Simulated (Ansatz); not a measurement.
## NaSmTe2 (R-3m): how robust is the cRPA U?

What does U in NaSmTe2 (R-3m) depend on besides the window?

Method: constrained RPA on LDA, plane waves, PAW, in Ansatz 0.2.0.

## 1. Starting point

The structure is trigonal, space group R-3m (No. 166). The conventional cell has a = 4.494 Å, b = 4.494 Å, c = 22.492 Å, α = 90.00°, β = 90.00°, γ = 120.00°. Nearest to Na lie 6 Te at 3.25 Å. Sm has 6 Te at 3.15 Å nearest. Nearest to Te lie 3 Sm at 3.15 Å and 3 Na at 3.25 Å. Farther neighbours and most contacts between anions are not listed.

The cell and positions are those that the Materials Project relaxed with its own functionals (PBE, PBE+U or r2SCAN), kept fixed. Spin-orbit coupling is left out unless a step names it. The default PAW set here is soft_2. Its files were made with PBE.

## 2. Base: Sm f, bands v3 to c4, 4×4×4 mesh, medium accuracy

Constrained RPA screens the interaction with every transition except those inside the target bands, which a later many-body model would treat itself.

File input.yaml:

```yaml
crystal:
  lattice:
    - [-3.26931225, -3.26931225, -6.44728049]
    - [-3.26931225, -6.44728049, -3.26931225]
    - [-6.44728049, -3.26931225, -3.26931225]
  atoms:
    - { symbol: Na, position: [0.0, 0.0, 0.0] }
    - { symbol: Sm, position: [0.5, 0.5, 0.5] }
    - { symbol: Te, position: [0.75393272, 0.75393272, 0.75393272] }
    - { symbol: Te, position: [0.24606728, 0.24606728, 0.24606728] }
kpoints:
  mp_grid: { grid: [8, 8, 8] }
hamiltonian:
  xc: lda
scf:
  occupations: { method: gaussian, width: 0.08 }
  n_extra_bands: 21
  max_iter: 150
output:
  crpa:
    kmesh: [4, 4, 4]
    target_bands: [v3, c4]
    projections: [{ species: Sm, l: f, shell: 4 }]
  local_orbitals:
    kmesh: [8, 8, 8]
    orbitals: [{ species: Sm, l: f, shell: 4 }]
    window: { bands: [v3, c4] }
    seedname: lo
```

On the command line:

```bash
ansatz run input.yaml --threads 4 --pin off --max-ram 9216MiB --backend cpu --events-out ev --progress --plain --runs-dir out
```

Numbers of over 12 decimals in the logs are rounded to 6 here.

Output:

```text
Sm: projections on atomic orbitals take those of the free atom [Kr 4d10] 4f6 5s2 5p6 5d0 6s2, of charge +0.00 (hamiltonian.pseudopotentials.projection_atoms); the dataset's partial waves leave at most 1.0e-3 of an orbital's norm unspanned inside its sphere
scf.n_extra_bands = 21 over 29 filled bands (N_el = 57.0): the run solves 50 bands
Engine: ansatz 0.2.0, aarch64-unknown-linux-gnu
Pseudopotentials: kind: paw
Pseudopotential: Na, paw, valence charge 9, recommended cutoff 420 eV (normal), Na.paw.azcp
Pseudopotential: Sm, paw, valence charge 16, recommended cutoff 420 eV (normal), Sm.paw.azcp
Pseudopotential: Te, paw, valence charge 16, recommended cutoff 420 eV (normal), Te.paw.azcp
Functional definition: SPW92
  exchange = slater_x
  correlation = pw_c
Crystal: 4 atoms, lattice volume = 131.151 Å³
Basis set: ecut = 420 eV, 2557 PW (Γ)
Bands: 50, of which v1, the nominal top of the filled ones, is band 29 counted from 1 (28 counted from 0)
Symmetry: 12 space group operations
Space group: R-3m (ITA 166), of the structure as read, at distance tolerance 5.1e-5 Å
k-points: 65 of 512
Non-local potential: Na, projectors of the file, l = 0: 3, l = 1: 2, l = 2: 1
Non-local potential: Sm, projectors of the file, l = 0: 3, l = 1: 2, l = 2: 2, l = 3: 3
Non-local potential: Te, projectors of the file, l = 0: 2, l = 1: 2, l = 2: 2, l = 3: 2
PAW form: soft (Blöchl's): semilocal exchange-correlation on the pseudo side does not see the compensation charge
PAW frozen core: Na, regenerated for the run's functional, and the local potential with it (the file was generated under x = pbe(κ = 0.804, μ = 0.219515), c = pbe(β = 0.066725))
PAW frozen core: Sm, regenerated for the run's functional, and the local potential with it (the file was generated under x = pbe(κ = 0.804, μ = 0.219515), c = pbe(β = 0.066725))
PAW frozen core: Te, regenerated for the run's functional, and the local potential with it (the file was generated under x = pbe(κ = 0.804, μ = 0.219515), c = pbe(β = 0.066725))
PAW one-centre angular grid: Na, 110 points (default); XC on 64 Gauss nodes
PAW one-centre angular grid: Sm, 590 points (default); XC on 64 Gauss nodes
PAW one-centre angular grid: Te, 590 points (default); XC on 64 Gauss nodes
Initial density: superposition of atomic densities (neutral atoms: chi_scale 0, normalization atom), corrected by the library's trained network
Initial wavefunctions: pseudopotential atomic-orbital guess
Functional: x = slater, c = lda
SCF iter   1: F=—  HF=-23169.744078 eV  |F-HF|=—  |Δ(HF+E_count)|=         —  Δρ=1.57e-2  dr2=3.90e-1  ethr=1.77e-3  ⟨swp⟩=5.8  Hψ=13675  notcnv=0  defer=435
preconditioner: auto → LDOS  [metal: Δε(μ)=0.001 eV  Ē_g=8.461 eV  σ=0.080 eV  W_gap=0.01  n_scr=28 (ndim 8)  ℏωp=14.9 eV  f_vac=0.025  D(μ)=65.92/eV (n_scr^D=1924)  β→1.0]
[...]
SCF 1 converged in 15 iterations: F = -23169.715026 eV  dr2 = 4.63e-9
[...]
NSCF: frozen V_eff on 68 k-points
NSCF: frozen V_eff on 13 k-points
[...]
cRPA screening: q 1/64
cRPA screening: q 2/64
cRPA screening: q 8/64 (q-point 3)
cRPA screening: q 11/64 (q-point 6)
cRPA screening: q 17/64 (q-point 7)
cRPA screening: q 29/64 (q-point 8)
cRPA screening: q 35/64 (q-point 11)
cRPA screening: q 38/64 (q-point 22)
cRPA screening: q 40/64 (q-point 23)
cRPA screening: q 46/64 (q-point 24)
cRPA screening: q 52/64 (q-point 27)
cRPA screening: q 58/64 (q-point 28)
cRPA screening: q 64/64 (q-point 43)
SCF converged after 15 iterations
Free energy (F): -23169.715026 eV
Harris-Foulkes:  -23169.715026 eV  (|F-HF|=1.10e-8)
Internal energy: -23169.498180 eV  (E = F + TS)
E sigma→0 (E₀):  -23169.606603 eV
Entropy (-TS):   -0.216846 eV (-54.212 meV/atom)
Fermi energy:    7.150386 eV
--- Per-component energies (eV) ---
  E_band       = -811.681864
  E_kinetic    = 825.418421
  E_local      = -5759.245185  (includes V_loc(G=0)·N_el)
  E_nonlocal   = -100.480037
  E_hartree    = 2845.087910
  E_xc         = -463.619717
  E_vxc        = -455.270995  (∫ρ·V_xc dr)
  E_paw        = -15285.793002  (= ΣΔE_a)
  E_vpaw       = -1012.279632  (= ΣTr[D̂ρ^β])
  E_aug_tail   = -0.000411  (compensation charges beyond the density's cutoff)
  E_ewald      = -5233.354475
  E_core_change = 2.488317  (= ΣΔE_core)
  E_smearing   = -0.216846  (= −TS)
  E_closure    = -0.000000  (closes the sum)
  Σ components = -23169.715026   (vs F -23169.715026, Δ=0.00e0)
--- Band table (eV; the first three rows and the last of 65) ---
  k-point 0: bands = [... 25 lower, 6.4196, 7.1320, 7.1539, 7.1539, 7.1959, 7.6632, 7.7029, 7.7029, ... 17 higher]
  k-point 1: bands = [... 25 lower, 6.3611, 7.1373, 7.1532, 7.1537, 7.1943, 7.3917, 7.5577, 7.5734, ... 17 higher]
  k-point 2: bands = [... 25 lower, 6.1808, 7.1453, 7.1455, 7.1504, 7.1808, 7.2116, 7.3452, 7.4073, ... 17 higher]
  k-point 64: bands = [... 25 lower, 6.3427, 7.1223, 7.1533, 7.1533, 7.1959, 7.3038, 7.6289, 7.6289, ... 17 higher]
--- cRPA (band scheme, projected local orbitals): target bands 27..33 (1-based), 7 Wannier function(s), 4×4×4 mesh, 66 bands' worth read of 71 solved, ecut_chi 136.0 eV, v(q+G=0) probe_charge, pair densities all_electron ---
  χ-basis size per q: N_G = 462..489
  window electrons = 5.0000, filled by tetrahedron_uncorrected; constrained ε̄⁻¹(q = 0, 0) head = 0.119840; min gauge Gram eig = 0.5383
  Kanamori averages over each shell's own Wannier functions (sites counted from 0, functions from 1):
    Site 1, 4F, 7 of 7 f orbitals (Wannier functions 1, 2, 3, 4, 5, 6, 7; wannier90's mr 1, 2, 3, 4, 5, 6, 7):
      screened: U = 2.9355 eV, U' = 1.9111 eV, J = 0.5053 eV
      screened f-shell averages: U_bar = F0 = 2.0574 eV, J_bar = 0.6517 eV
      screened, to within: U = 4.8e-3 eV, U' = 4.8e-3 eV, J = 8.3e-4 eV
      screened f-shell averages, to within: U_bar = 3.4e-3 eV, J_bar = 1.1e-3 eV
      bare: V = 26.0020 eV, V' = 24.5013 eV, J = 0.6994 eV
      bare f-shell averages: V_bar = F0 = 24.7157 eV, J_bar = 0.9138 eV
  Hermiticity witness max|P − P†| over intra, direct and exchange elements: 4.62e-14 eV (screened), 3.55e-15 eV (bare)
  Reality witness max|Im| over intra, direct and exchange elements: 7.23e-15 eV (screened), 9.50e-18 eV (bare)
```

Run time: 22 min. Hardware: 4 threads of Arm Neoverse V2, shared host; peak memory 1.4 GiB.

In the SCF lines HF is the Harris–Foulkes energy and dr2 the Hartree energy of the density residual, in eV; the loop may stop once dr2 is under the threshold and the program's other checks hold. Hψ counts applications of the Hamiltonian.

This step gave:

| Quantity | Value |
| --- | --- |
| U | 2.936 eV |
| U prime (inter-orbital) | 1.911 eV |
| J | 0.5053 eV |
| bare V | 26.00 eV |
| bare J | 0.6994 eV |
| stated bound on U | 0.004778 eV |
| U over bare V | 0.1129 |
| electrons in the window | 5.000 |
| head of the constrained inverse dielectric matrix | 0.1198 |
| least eigenvalue of the projection's overlap | 0.5383 |
| target functions | 7 |
| bands in the sums | 66 |
| r.m.s. miss of the model bands | 0.002220 eV |
| width of the target bands | 0.5929 eV |
| weight of the projected orbitals in the window | 0.9225 |

On the Sm f shell, screening brings the on-site interaction from 26.0 eV down to U = 2.94 eV.

## 3. Changed: 2×2×2 mesh

Changes to input.yaml since step 2:

```diff
@@ -20,9 +20,4 @@
   crpa:
-    kmesh: [4, 4, 4]
+    kmesh: [2, 2, 2]
     target_bands: [v3, c4]
     projections: [{ species: Sm, l: f, shell: 4 }]
-  local_orbitals:
-    kmesh: [8, 8, 8]
-    orbitals: [{ species: Sm, l: f, shell: 4 }]
-    window: { bands: [v3, c4] }
-    seedname: lo
```

Output:

```text
[...]
Crystal: 4 atoms, lattice volume = 131.151 Å³
Basis set: ecut = 420 eV, 2557 PW (Γ)
Bands: 50, of which v1, the nominal top of the filled ones, is band 29 counted from 1 (28 counted from 0)
[... 1 set-up line as in the run before ...]
[...]
k-points: 65 of 512
[...]
SCF iter   1: F=—  HF=-23169.744078 eV  |F-HF|=—  |Δ(HF+E_count)|=         —  Δρ=1.57e-2  dr2=3.90e-1  ethr=1.77e-3  ⟨swp⟩=5.8  Hψ=13675  notcnv=0  defer=435
[...]
SCF iter  15: F=-23169.715026 eV  HF=-23169.715026 eV  |F-HF|=1.10e-8  |Δ(HF+E_count)|=   1.54e-8  Δρ=3.30e-6  dr2=4.63e-9  ethr=1.75e-10  ⟨swp⟩=1.0  Hψ=6056  notcnv=0
SCF 1 converged in 15 iterations: F = -23169.715026 eV  dr2 = 4.63e-9
[...]
NSCF: frozen V_eff on 4 k-points
[...]
cRPA screening: q 1/8
cRPA screening: q 2/8
cRPA screening: q 5/8 (q-point 4)
cRPA screening: q 8/8
SCF converged after 15 iterations
Free energy (F): -23169.715026 eV
[...]
Internal energy: -23169.498180 eV  (E = F + TS)
E sigma→0 (E₀):  -23169.606603 eV
Entropy (-TS):   -0.216846 eV (-54.212 meV/atom)
Fermi energy:    7.150386 eV
[...]
--- Band table (eV; the first three rows and the last of 65) ---
  k-point 0: bands = [... 25 lower, 6.4196, 7.1320, 7.1539, 7.1539, 7.1959, 7.6632, 7.7029, 7.7029, ... 17 higher]
  k-point 1: bands = [... 25 lower, 6.3611, 7.1373, 7.1532, 7.1537, 7.1943, 7.3917, 7.5577, 7.5734, ... 17 higher]
  k-point 2: bands = [... 25 lower, 6.1808, 7.1453, 7.1455, 7.1504, 7.1808, 7.2116, 7.3452, 7.4073, ... 17 higher]
  k-point 64: bands = [... 25 lower, 6.3427, 7.1223, 7.1533, 7.1533, 7.1959, 7.3038, 7.6289, 7.6289, ... 17 higher]
[...]
χ-basis size per q: N_G = 462..489
[...]
screened: U = 2.7544 eV, U' = 1.7862 eV, J = 0.4709 eV
      screened f-shell averages: U_bar = F0 = 1.9245 eV, J_bar = 0.6092 eV
      screened, to within: U = 6.1e-3 eV, U' = 6.1e-3 eV, J = 8.2e-4 eV
      screened f-shell averages, to within: U_bar = 4.6e-3 eV, J_bar = 1.1e-3 eV
      bare: V = 25.4911 eV, V' = 24.0240 eV, J = 0.6844 eV
      bare f-shell averages: V_bar = F0 = 24.2336 eV, J_bar = 0.8939 eV
[...]
```

Run time: 78 s. Hardware: 4 threads; peak memory 1.2 GiB.

Numbers from this step:

- U: 2.754 eV
- U prime (inter-orbital): 1.786 eV
- J: 0.4709 eV
- bare V: 25.49 eV
- bare J: 0.6844 eV
- stated bound on U: 0.006023 eV
- U over bare V: 0.1081
- electrons in the window: 5.000
- head of the constrained inverse dielectric matrix: 0.1227
- least eigenvalue of the projection's overlap: 0.5383
- target functions: 7
- bands in the sums: 66
- width of the target bands: 0.5929 eV
- weight of the projected orbitals in the window: 0.9225

On the Sm f shell, screening brings the on-site interaction from 25.5 eV down to U = 2.75 eV.

## 4. Changed: orbitals of another atom

Changes to input.yaml since step 3:

```diff
@@ -20,4 +20,4 @@
   crpa:
-    kmesh: [2, 2, 2]
+    kmesh: [4, 4, 4]
     target_bands: [v3, c4]
-    projections: [{ species: Sm, l: f, shell: 4 }]
+    projections: [{ species: Te, l: p }]
```

Output:

```text
Error: invalid value for `output.crpa.projections`: 6 orbital(s) selected but the target window spans 7 band(s); name one orbital per band of it
```

It took 0.17 s on 4 threads; peak memory 0.099 GiB.

The input was rejected at the start.

The program's message: “Error: invalid value for `output.crpa.projections`: 6 orbital(s) selected but the target window spans 7 band(s); name one orbital per band of it”

The fault put into this input: trial orbitals that do not match the target bands.

## 5. Side by side

Times are wall times on 4 threads of Arm Neoverse V2, shared host, good to a factor of about two.

| run | bare V (eV) | U (eV) | J (eV) | bound on U (eV) | width (eV) | time |
| --- | --- | --- | --- | --- | --- | --- |
| target window | 26.00 | 2.936 | 0.505 | 0.0048 | 0.59 | 22 min |
| 2×2×2 mesh | 25.49 | 2.754 | 0.471 | 0.0060 | 0.59 | 78 s |

## 6. Summary of results

| Property | Result |
| --- | --- |
| target window | U 2.94 eV, J 0.51 eV |
| 2×2×2 mesh | U 2.75 eV, J 0.47 eV |

2×2×2 mesh moves U by −0.18 eV at 0.060 times the time. The printed bound covers the solver alone, not the mesh, and no denser mesh than the base was run. The parent state is non-magnetic and the interaction static (zero frequency); U depends on the window and the orbitals, so it belongs to this model alone.

[Paths, hosts, dates, memory and timing lines, banners, echoed tables and standing remarks are left out of the program output.]

[Logs are printed without paths, hosts, clocks, repeated set-up lines and the standing remarks that a program may print on its own settings, such as how far it seeks lower states.]

[Runs of the session that timed out or met a known fault of the program may be left out.]

[Hosts, paths, dates, database ids (printed as entryN), source tags and the programs' standing remarks are cut or masked in the printed files.]
